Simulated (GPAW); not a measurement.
# Optical response of CaO (Lime)

Wanted: where CaO (Lime) starts to absorb, how strongly, and its refractive index.

Program: GPAW 26.7.0. Level of theory: DFT, PBE, plane-wave PAW (GPAW data sets), scalar-relativistic, RPA, optical limit. Results are calculated unless marked as measured.

## 1. The structure

It takes space group Fm-3m (No. 225, cubic). The conventional cell has a = 4.813 Å, b = 4.813 Å, c = 4.813 Å, α = 90.00°, β = 90.00°, γ = 90.00°. Ca has 6 O at 2.41 Å nearest. Nearest to O lie 6 Ca at 2.41 Å. Farther neighbours and most contacts between anions are not listed.

Structure file:

```xyz
2
Lattice="0.0000 2.4065 2.4065 2.4065 0.0000 2.4065 2.4065 2.4065 0.0000" Properties=species:S:1:pos:R:3 pbc="T T T"
Ca    0.0000    0.0000    0.0000
O     2.4065    2.4065    2.4065
```

## 2. Bands for the response

The response needs many more empty bands than the density does.

This step: DFT, PBE, plane-wave PAW (GPAW data sets), scalar-relativistic, bands at fixed density (GPAW 26.7.0).

nscf.py reads:

```python
from ase.dft.bandgap import bandgap
from gpaw import GPAW, FermiDirac

calc = GPAW('gs.gpw').fixed_density(kpts={'size': (12, 12, 12), 'gamma': True}, nbands=37, convergence={'bands': 31},
                                    occupations=FermiDirac(0.001), txt='nscf.txt')
print('gap (eV)', bandgap(calc, output=None)[0])
print('direct gap (eV)', bandgap(calc, direct=True, output=None)[0])
print('top band over the Fermi level (eV)', min(calc.get_eigenvalues(kpt=k)[30] for k in range(len(calc.get_ibz_k_points()))) - calc.get_fermi_level())
calc.write('full.gpw', mode='all')
```

Launch:

```bash
$ OMP_NUM_THREADS=1 python nscf.py
```

Numbers of over 12 decimals in the logs are rounded to 6 here.

What it wrote:

```text
Diagonalizing LCAO Hamiltonian
Converting LCAO to pw mode
convergence criteria:
- Maximum integral of absolute [eigenst]ate change: 4e-08 eV^2 / valence electron
maximum number of iterations: 150

SCF iterations
|iter     |      energy | eigst |  dens |
|iter:   1||             | +3.60 |       |
|iter:   2||             | +1.82 |       |
|iter:   3||             | +0.07 |       |
|iter:   4||             | -1.19 |       |
|iter:   5||             | -2.67 |       |
|iter:   6||             | -4.01 |       |
|iter:   7||             | -5.15 |       |
|iter:   8||             | -6.29 |       |
|iter:   9||             | -7.05 |       |
|iter:  10||             | -7.66c|       |
SCF steps: 10
  __  _  _
 | _ |_)|_||  |
 |__||  | ||/\| - 26.7.0

Versions:
  Python: 3.12.14
  ASE:    3.29.0
  Numpy:  2.5.5
  Scipy:  1.18.1
  Libxc:  7.0.0

Input parameters:
  mode=PW(ecut=500.0),
  convergence={'bands': 31},
  gpts=array([18, 18, 18]),
  kpts=MonkhorstPack(size=(12, 12, 12), gamma=True),
  maxiter=150,
  nbands=37,
  occupations=Occupations(name='fermi-dirac', width=0.001, fixmagmom=False),
  parallel={},
  xc=XC(name='PBE')

--- standard output ---
gap (eV) 3.693897
direct gap (eV) 4.069274
top band over the Fermi level (eV) 38.283839
```

Elapsed: 43 s, on 1 thread of Arm Neoverse V1, shared host; peak memory 0.17 GiB.

Read-outs, printed or worked out from the files:

| Item | Value |
| --- | --- |
| gap on the k-mesh | 3.694 eV |
| direct gap on the mesh | 4.069 eV |

## 3. Dielectric function, RPA

Local fields let the induced charge screen the field inside the cell, which as a rule lowers ε, most along directions where the density is uneven.

This step: DFT, PBE, plane-wave PAW (GPAW data sets), scalar-relativistic, RPA, optical limit (GPAW 26.7.0).

df.py reads:

```python
from gpaw.response.df import DielectricFunction

df = DielectricFunction('full.gpw', frequencies={'type': 'nonlinear', 'domega0': 0.03, 'omega2': 8},
                        ecut=50,
                        eta=0.15,
                        nbands=31,
                        txt='df.txt')
for direction in ['x']:
    df.get_dielectric_function(xc='RPA', direction=direction, filename=f'df_{direction}.csv')
```

Launch:

```bash
$ OMP_NUM_THREADS=1 python df.py
```

What it wrote:

```text
Using integrator: PointIntegrator
NonLinearFrequencyDescriptor(from 0.000 to 84.484 eV, 525 points)
Nonperiodic BCs:  [False False False]
Using integrator: PointIntegrator
NonLinearFrequencyDescriptor(from 0.000 to 84.484 eV, 525 points)
Nonperiodic BCs:  [False False False]

Calculating chi0 body with:
    Ground state adapter containing:
    Number of spins: 1
    Number of kpoints: 1728
    Number of irreducible kpoints: 72
    Number of completely occupied states: 8
    Number of partially occupied states: 8

    Linear response parametrization:
    q_c: [0.0, 0.0, 0.0]
    Number of frequency points: 525
    Planewave cutoff: 50.0
    Number of bands: 31
    Number of planewaves: 15
    Broadening (eta): 0.15

Integrating chi0 body.

Symmetries of q_c:
    Direct symmetries (Uq -> q): 48
    Indirect symmetries (TUq -> q): 0
In total 48 allowed symmetries.

72 groups of equivalent kpoints. 95.833333% reduction.

Integral kind: spectral function

Calculating chi0 optical extensions with:
    Ground state adapter containing:
    Number of spins: 1
    Number of kpoints: 1728
    Number of irreducible kpoints: 72
    Number of completely occupied states: 8
    Number of partially occupied states: 8

    Linear response parametrization:
    Number of frequency points: 525
    Planewave cutoff: 50.0
    Number of bands: 31
    Number of planewaves: 15
    Broadening (eta): 0.15
Integrating chi0 head and wings.

Symmetries of q_c:
    Direct symmetries (Uq -> q): 48
    Indirect symmetries (TUq -> q): 0
In total 48 allowed symmetries.

72 groups of equivalent kpoints. 95.833333% reduction.

Integral kind: spectral function wings
```

The job ended after 7.4 s (1 thread; peak memory 0.2 GiB).

Read-outs, printed or worked out from the files:

```
electronic dielectric constant ε∞, mean over x, y and z (by symmetry where fewer were run) : 3.619
main peak of Im epsilon, first axis                                                        : 9.455 eV
```

Some rows of df_x.csv (energy; Re and Im without local fields; Re and Im with them):

```text
0.000000, 3.849504, -0.000000, 3.619348, -0.000000
0.429336, 3.858063, 0.006024, 3.627126, 0.005474
0.878195, 3.885881, 0.012719, 3.652395, 0.011549
1.347938, 3.937718, 0.020704, 3.699438, 0.018776
1.840057, 4.021634, 0.031073, 3.775467, 0.028120
2.356191, 4.152178, 0.046101, 3.893416, 0.041576
2.898142, 4.359107, 0.071729, 4.079531, 0.064308
3.467895, 4.720365, 0.131810, 4.401803, 0.116843
4.067647, 5.479524, 0.561812, 5.070261, 0.484912
4.699832, 5.326207, 1.752102, 5.000589, 1.519731
5.367152, 5.173624, 2.384519, 4.875706, 2.071750
6.072622, 4.493707, 3.210744, 4.330408, 2.860343
6.819608, 3.901125, 3.209199, 3.772714, 2.948973
7.611886, 3.975527, 3.716464, 3.865142, 3.442343
8.453705, 2.692373, 5.277729, 2.735459, 4.985227
9.349861, 1.399441, 6.082544, 1.515643, 5.934431
10.305790, -1.482582, 2.942508, -1.470883, 2.968120
11.327680, -0.890250, 0.872271, -0.976623, 0.888924
12.422601, 0.370119, 0.413150, 0.252050, 0.393125
13.598673, 1.102645, 0.366886, 0.969831, 0.331539
```

Values under the direct gap are tails of Lorentzian lines. Table of Im ε, E ∥ x by photon energy; read off at these points:

```
photon energy (eV)  Im ε, E ∥ x
               0.0            0
               0.5      0.00640
               1.0       0.0133
               1.5       0.0214
               2.0       0.0318
               2.5       0.0464
               3.0       0.0705
               3.5        0.122
               4.0        0.385
               4.5         1.26
               5.0         1.97
               5.5         2.40
               6.0         2.78
               6.5         2.99
               7.0         2.91
               7.5         3.42
               8.0         4.50
               8.5         5.05
               9.0         4.62
               9.5         6.15
              10.0         3.99
              10.5         2.67
              11.0         1.59
              11.5        0.669
              12.0        0.585
              12.5        0.376
              13.0        0.507
              13.5        0.343
```

The Re ε, E ∥ x by photon energy:

```
photon energy (eV)  Re ε, E ∥ x
               0.0         3.62
               0.5         3.63
               1.0         3.66
               1.5         3.72
               2.0         3.81
               2.5         3.94
               3.0         4.12
               3.5         4.43
               4.0         4.99
               4.5         5.24
               5.0         5.27
               5.5         4.79
               6.0         4.42
               6.5         4.04
               7.0         3.88
               7.5         3.85
               8.0         3.97
               8.5         2.56
               9.0         2.11
               9.5        0.306
              10.0        -1.53
              10.5        -1.41
              11.0        -1.32
              11.5       -0.642
              12.0      -0.0525
              12.5        0.340
              13.0        0.649
              13.5        0.868
```

The refractive index n and extinction k by photon energy:

```
photon energy (eV)      n        k
               0.0   1.90        0
               0.5   1.91  0.00168
               1.0   1.91  0.00348
               1.5   1.93  0.00555
               2.0   1.95  0.00814
               2.5   1.98   0.0117
               3.0   2.03   0.0173
               3.5   2.10   0.0290
               4.0   2.24   0.0861
               4.5   2.31    0.274
               5.0   2.34    0.423
               5.5   2.25    0.533
               6.0   2.20    0.633
               6.5   2.13    0.702
               7.0   2.09    0.695
               7.5   2.12    0.806
               8.0   2.23     1.01
               8.5   2.03     1.24
               9.0   1.89     1.22
               9.5   1.80     1.71
              10.0   1.17     1.70
              10.5  0.895     1.49
              11.0  0.611     1.30
              11.5  0.378    0.885
              12.0  0.517    0.566
              12.5  0.651    0.289
              13.0  0.858    0.295
              13.5  0.949    0.181
```

The loss function −Im 1/ε at q → 0, E ∥ x has structure finer than the step of the table below, so its rows give means over 0.5 eV, whole bins alone (the curve runs from 0 to 14.0 eV). Peaks (eV: height): 12.34: 2.03.

Values under the direct gap are tails of Lorentzian lines. Loss function −Im 1/ε at q → 0, E ∥ x against energy loss; means over each step:

```
energy loss (eV)  loss function −Im 1/ε at q → 0, E ∥ x
             0.5                                 4.9e-4
             1.0                                 9.9e-4
             1.5                                0.00155
             2.0                                0.00220
             2.5                                0.00301
             3.0                                0.00417
             3.5                                0.00640
             4.0                                 0.0164
             4.5                                 0.0436
             5.0                                 0.0647
             5.5                                 0.0821
             6.0                                  0.102
             6.5                                  0.117
             7.0                                  0.124
             7.5                                  0.126
             8.0                                  0.128
             8.5                                  0.162
             9.0                                  0.177
             9.5                                  0.166
            10.0                                  0.219
            10.5                                  0.293
            11.0                                  0.376
            11.5                                  0.841
            12.0                                   1.70
            12.5                                   1.47
            13.0                                  0.755
            13.5                                  0.419
```

Values under the direct gap are tails of Lorentzian lines. Table of Im ε, E ∥ x by photon energy; read off at these points:

```
photon energy (eV)  without local fields  with local fields
              0.00                     0                  0
              0.50               0.00704            0.00640
              1.00                0.0147             0.0133
              1.50                0.0236             0.0214
              2.00                0.0351             0.0318
              2.50                0.0516             0.0464
              3.00                0.0787             0.0705
              3.50                 0.138              0.122
              4.00                 0.445              0.385
              4.50                  1.48               1.26
              5.00                  2.25               1.97
              5.50                  2.73               2.40
              6.00                  3.12               2.78
              6.50                  3.25               2.99
              7.00                  3.18               2.91
              7.50                  3.67               3.42
              8.00                  4.82               4.50
              8.50                  5.33               5.05
              9.00                  4.77               4.62
              9.42                  6.31               6.18
              9.50                  6.24               6.15
             10.00                  3.97               3.99
             10.50                  2.64               2.67
             11.00                  1.56               1.59
             11.50                 0.666              0.669
             12.00                 0.599              0.585
             12.50                 0.398              0.376
             13.00                 0.556              0.507
             13.50                 0.376              0.343
```

At chosen wavelengths:

```
wavelength (nm)     n      k  R (%)     1/α
           1550  1.91  0.003    9.8   45 µm
            800  1.93  0.006   10.1   11 µm
            450  2.01  0.014   11.2  2.5 µm
            365  2.09  0.026   12.4  1.1 µm
            308  2.24  0.094   14.8  261 nm
            248  2.34  0.422   17.4   47 nm
            193  2.15  0.686   17.3   22 nm
```

Below the direct gap, k and the depth come from the tails of the Lorentzian lines, not from transitions.

Rows near the edge hang on the gap, which this functional as a rule makes too small, and phonon-assisted absorption is left out.

## 4. Results

| Item | Value |
| --- | --- |
| electronic dielectric constant ε∞, mean over x, y and z (by symmetry where fewer were run) (RPA) | 3.62 |
| main peak of Im epsilon, first axis | 9.46 eV |

**Reading.** At this level (PBE, RPA) CaO has ε∞ = 3.62 and n = 1.91 at 1550 nm, and Im ε peaks at 9.5 eV. On the mesh the gap is 3.69 eV and the least direct gap 4.07 eV, so on this mesh the band edges lie at different points. Local fields change the static value along x from 3.85 to 3.62 (-6 %). Distinct maxima of Im ε, read by a parabola through the highest points, lie at 8.53 eV (5.1) and 9.46 eV (6.2). Excitons and phonon-assisted transitions are missing; PBE gaps are as a rule too small, which pulls the onset down and ε∞ up. The sum runs over mesh points, so small or evenly spaced maxima can still be ripples of the mesh. In this version of GPAW the matrix elements of the optical limit are incomplete, which can lower ε − 1 by up to a tenth where first-row anions or d states rule, and shift it by more in d metals.

[Machine, clock and banner lines and Python warnings are left out of the logs.]

[Logs are printed without paths, hosts, clocks, repeated set-up lines and the standing remarks that a program may print on its own settings, such as how far it seeks lower states.]

[Hosts, paths, dates, database ids (printed as entryN), source tags and the programs' standing remarks are cut or masked in the printed files.]
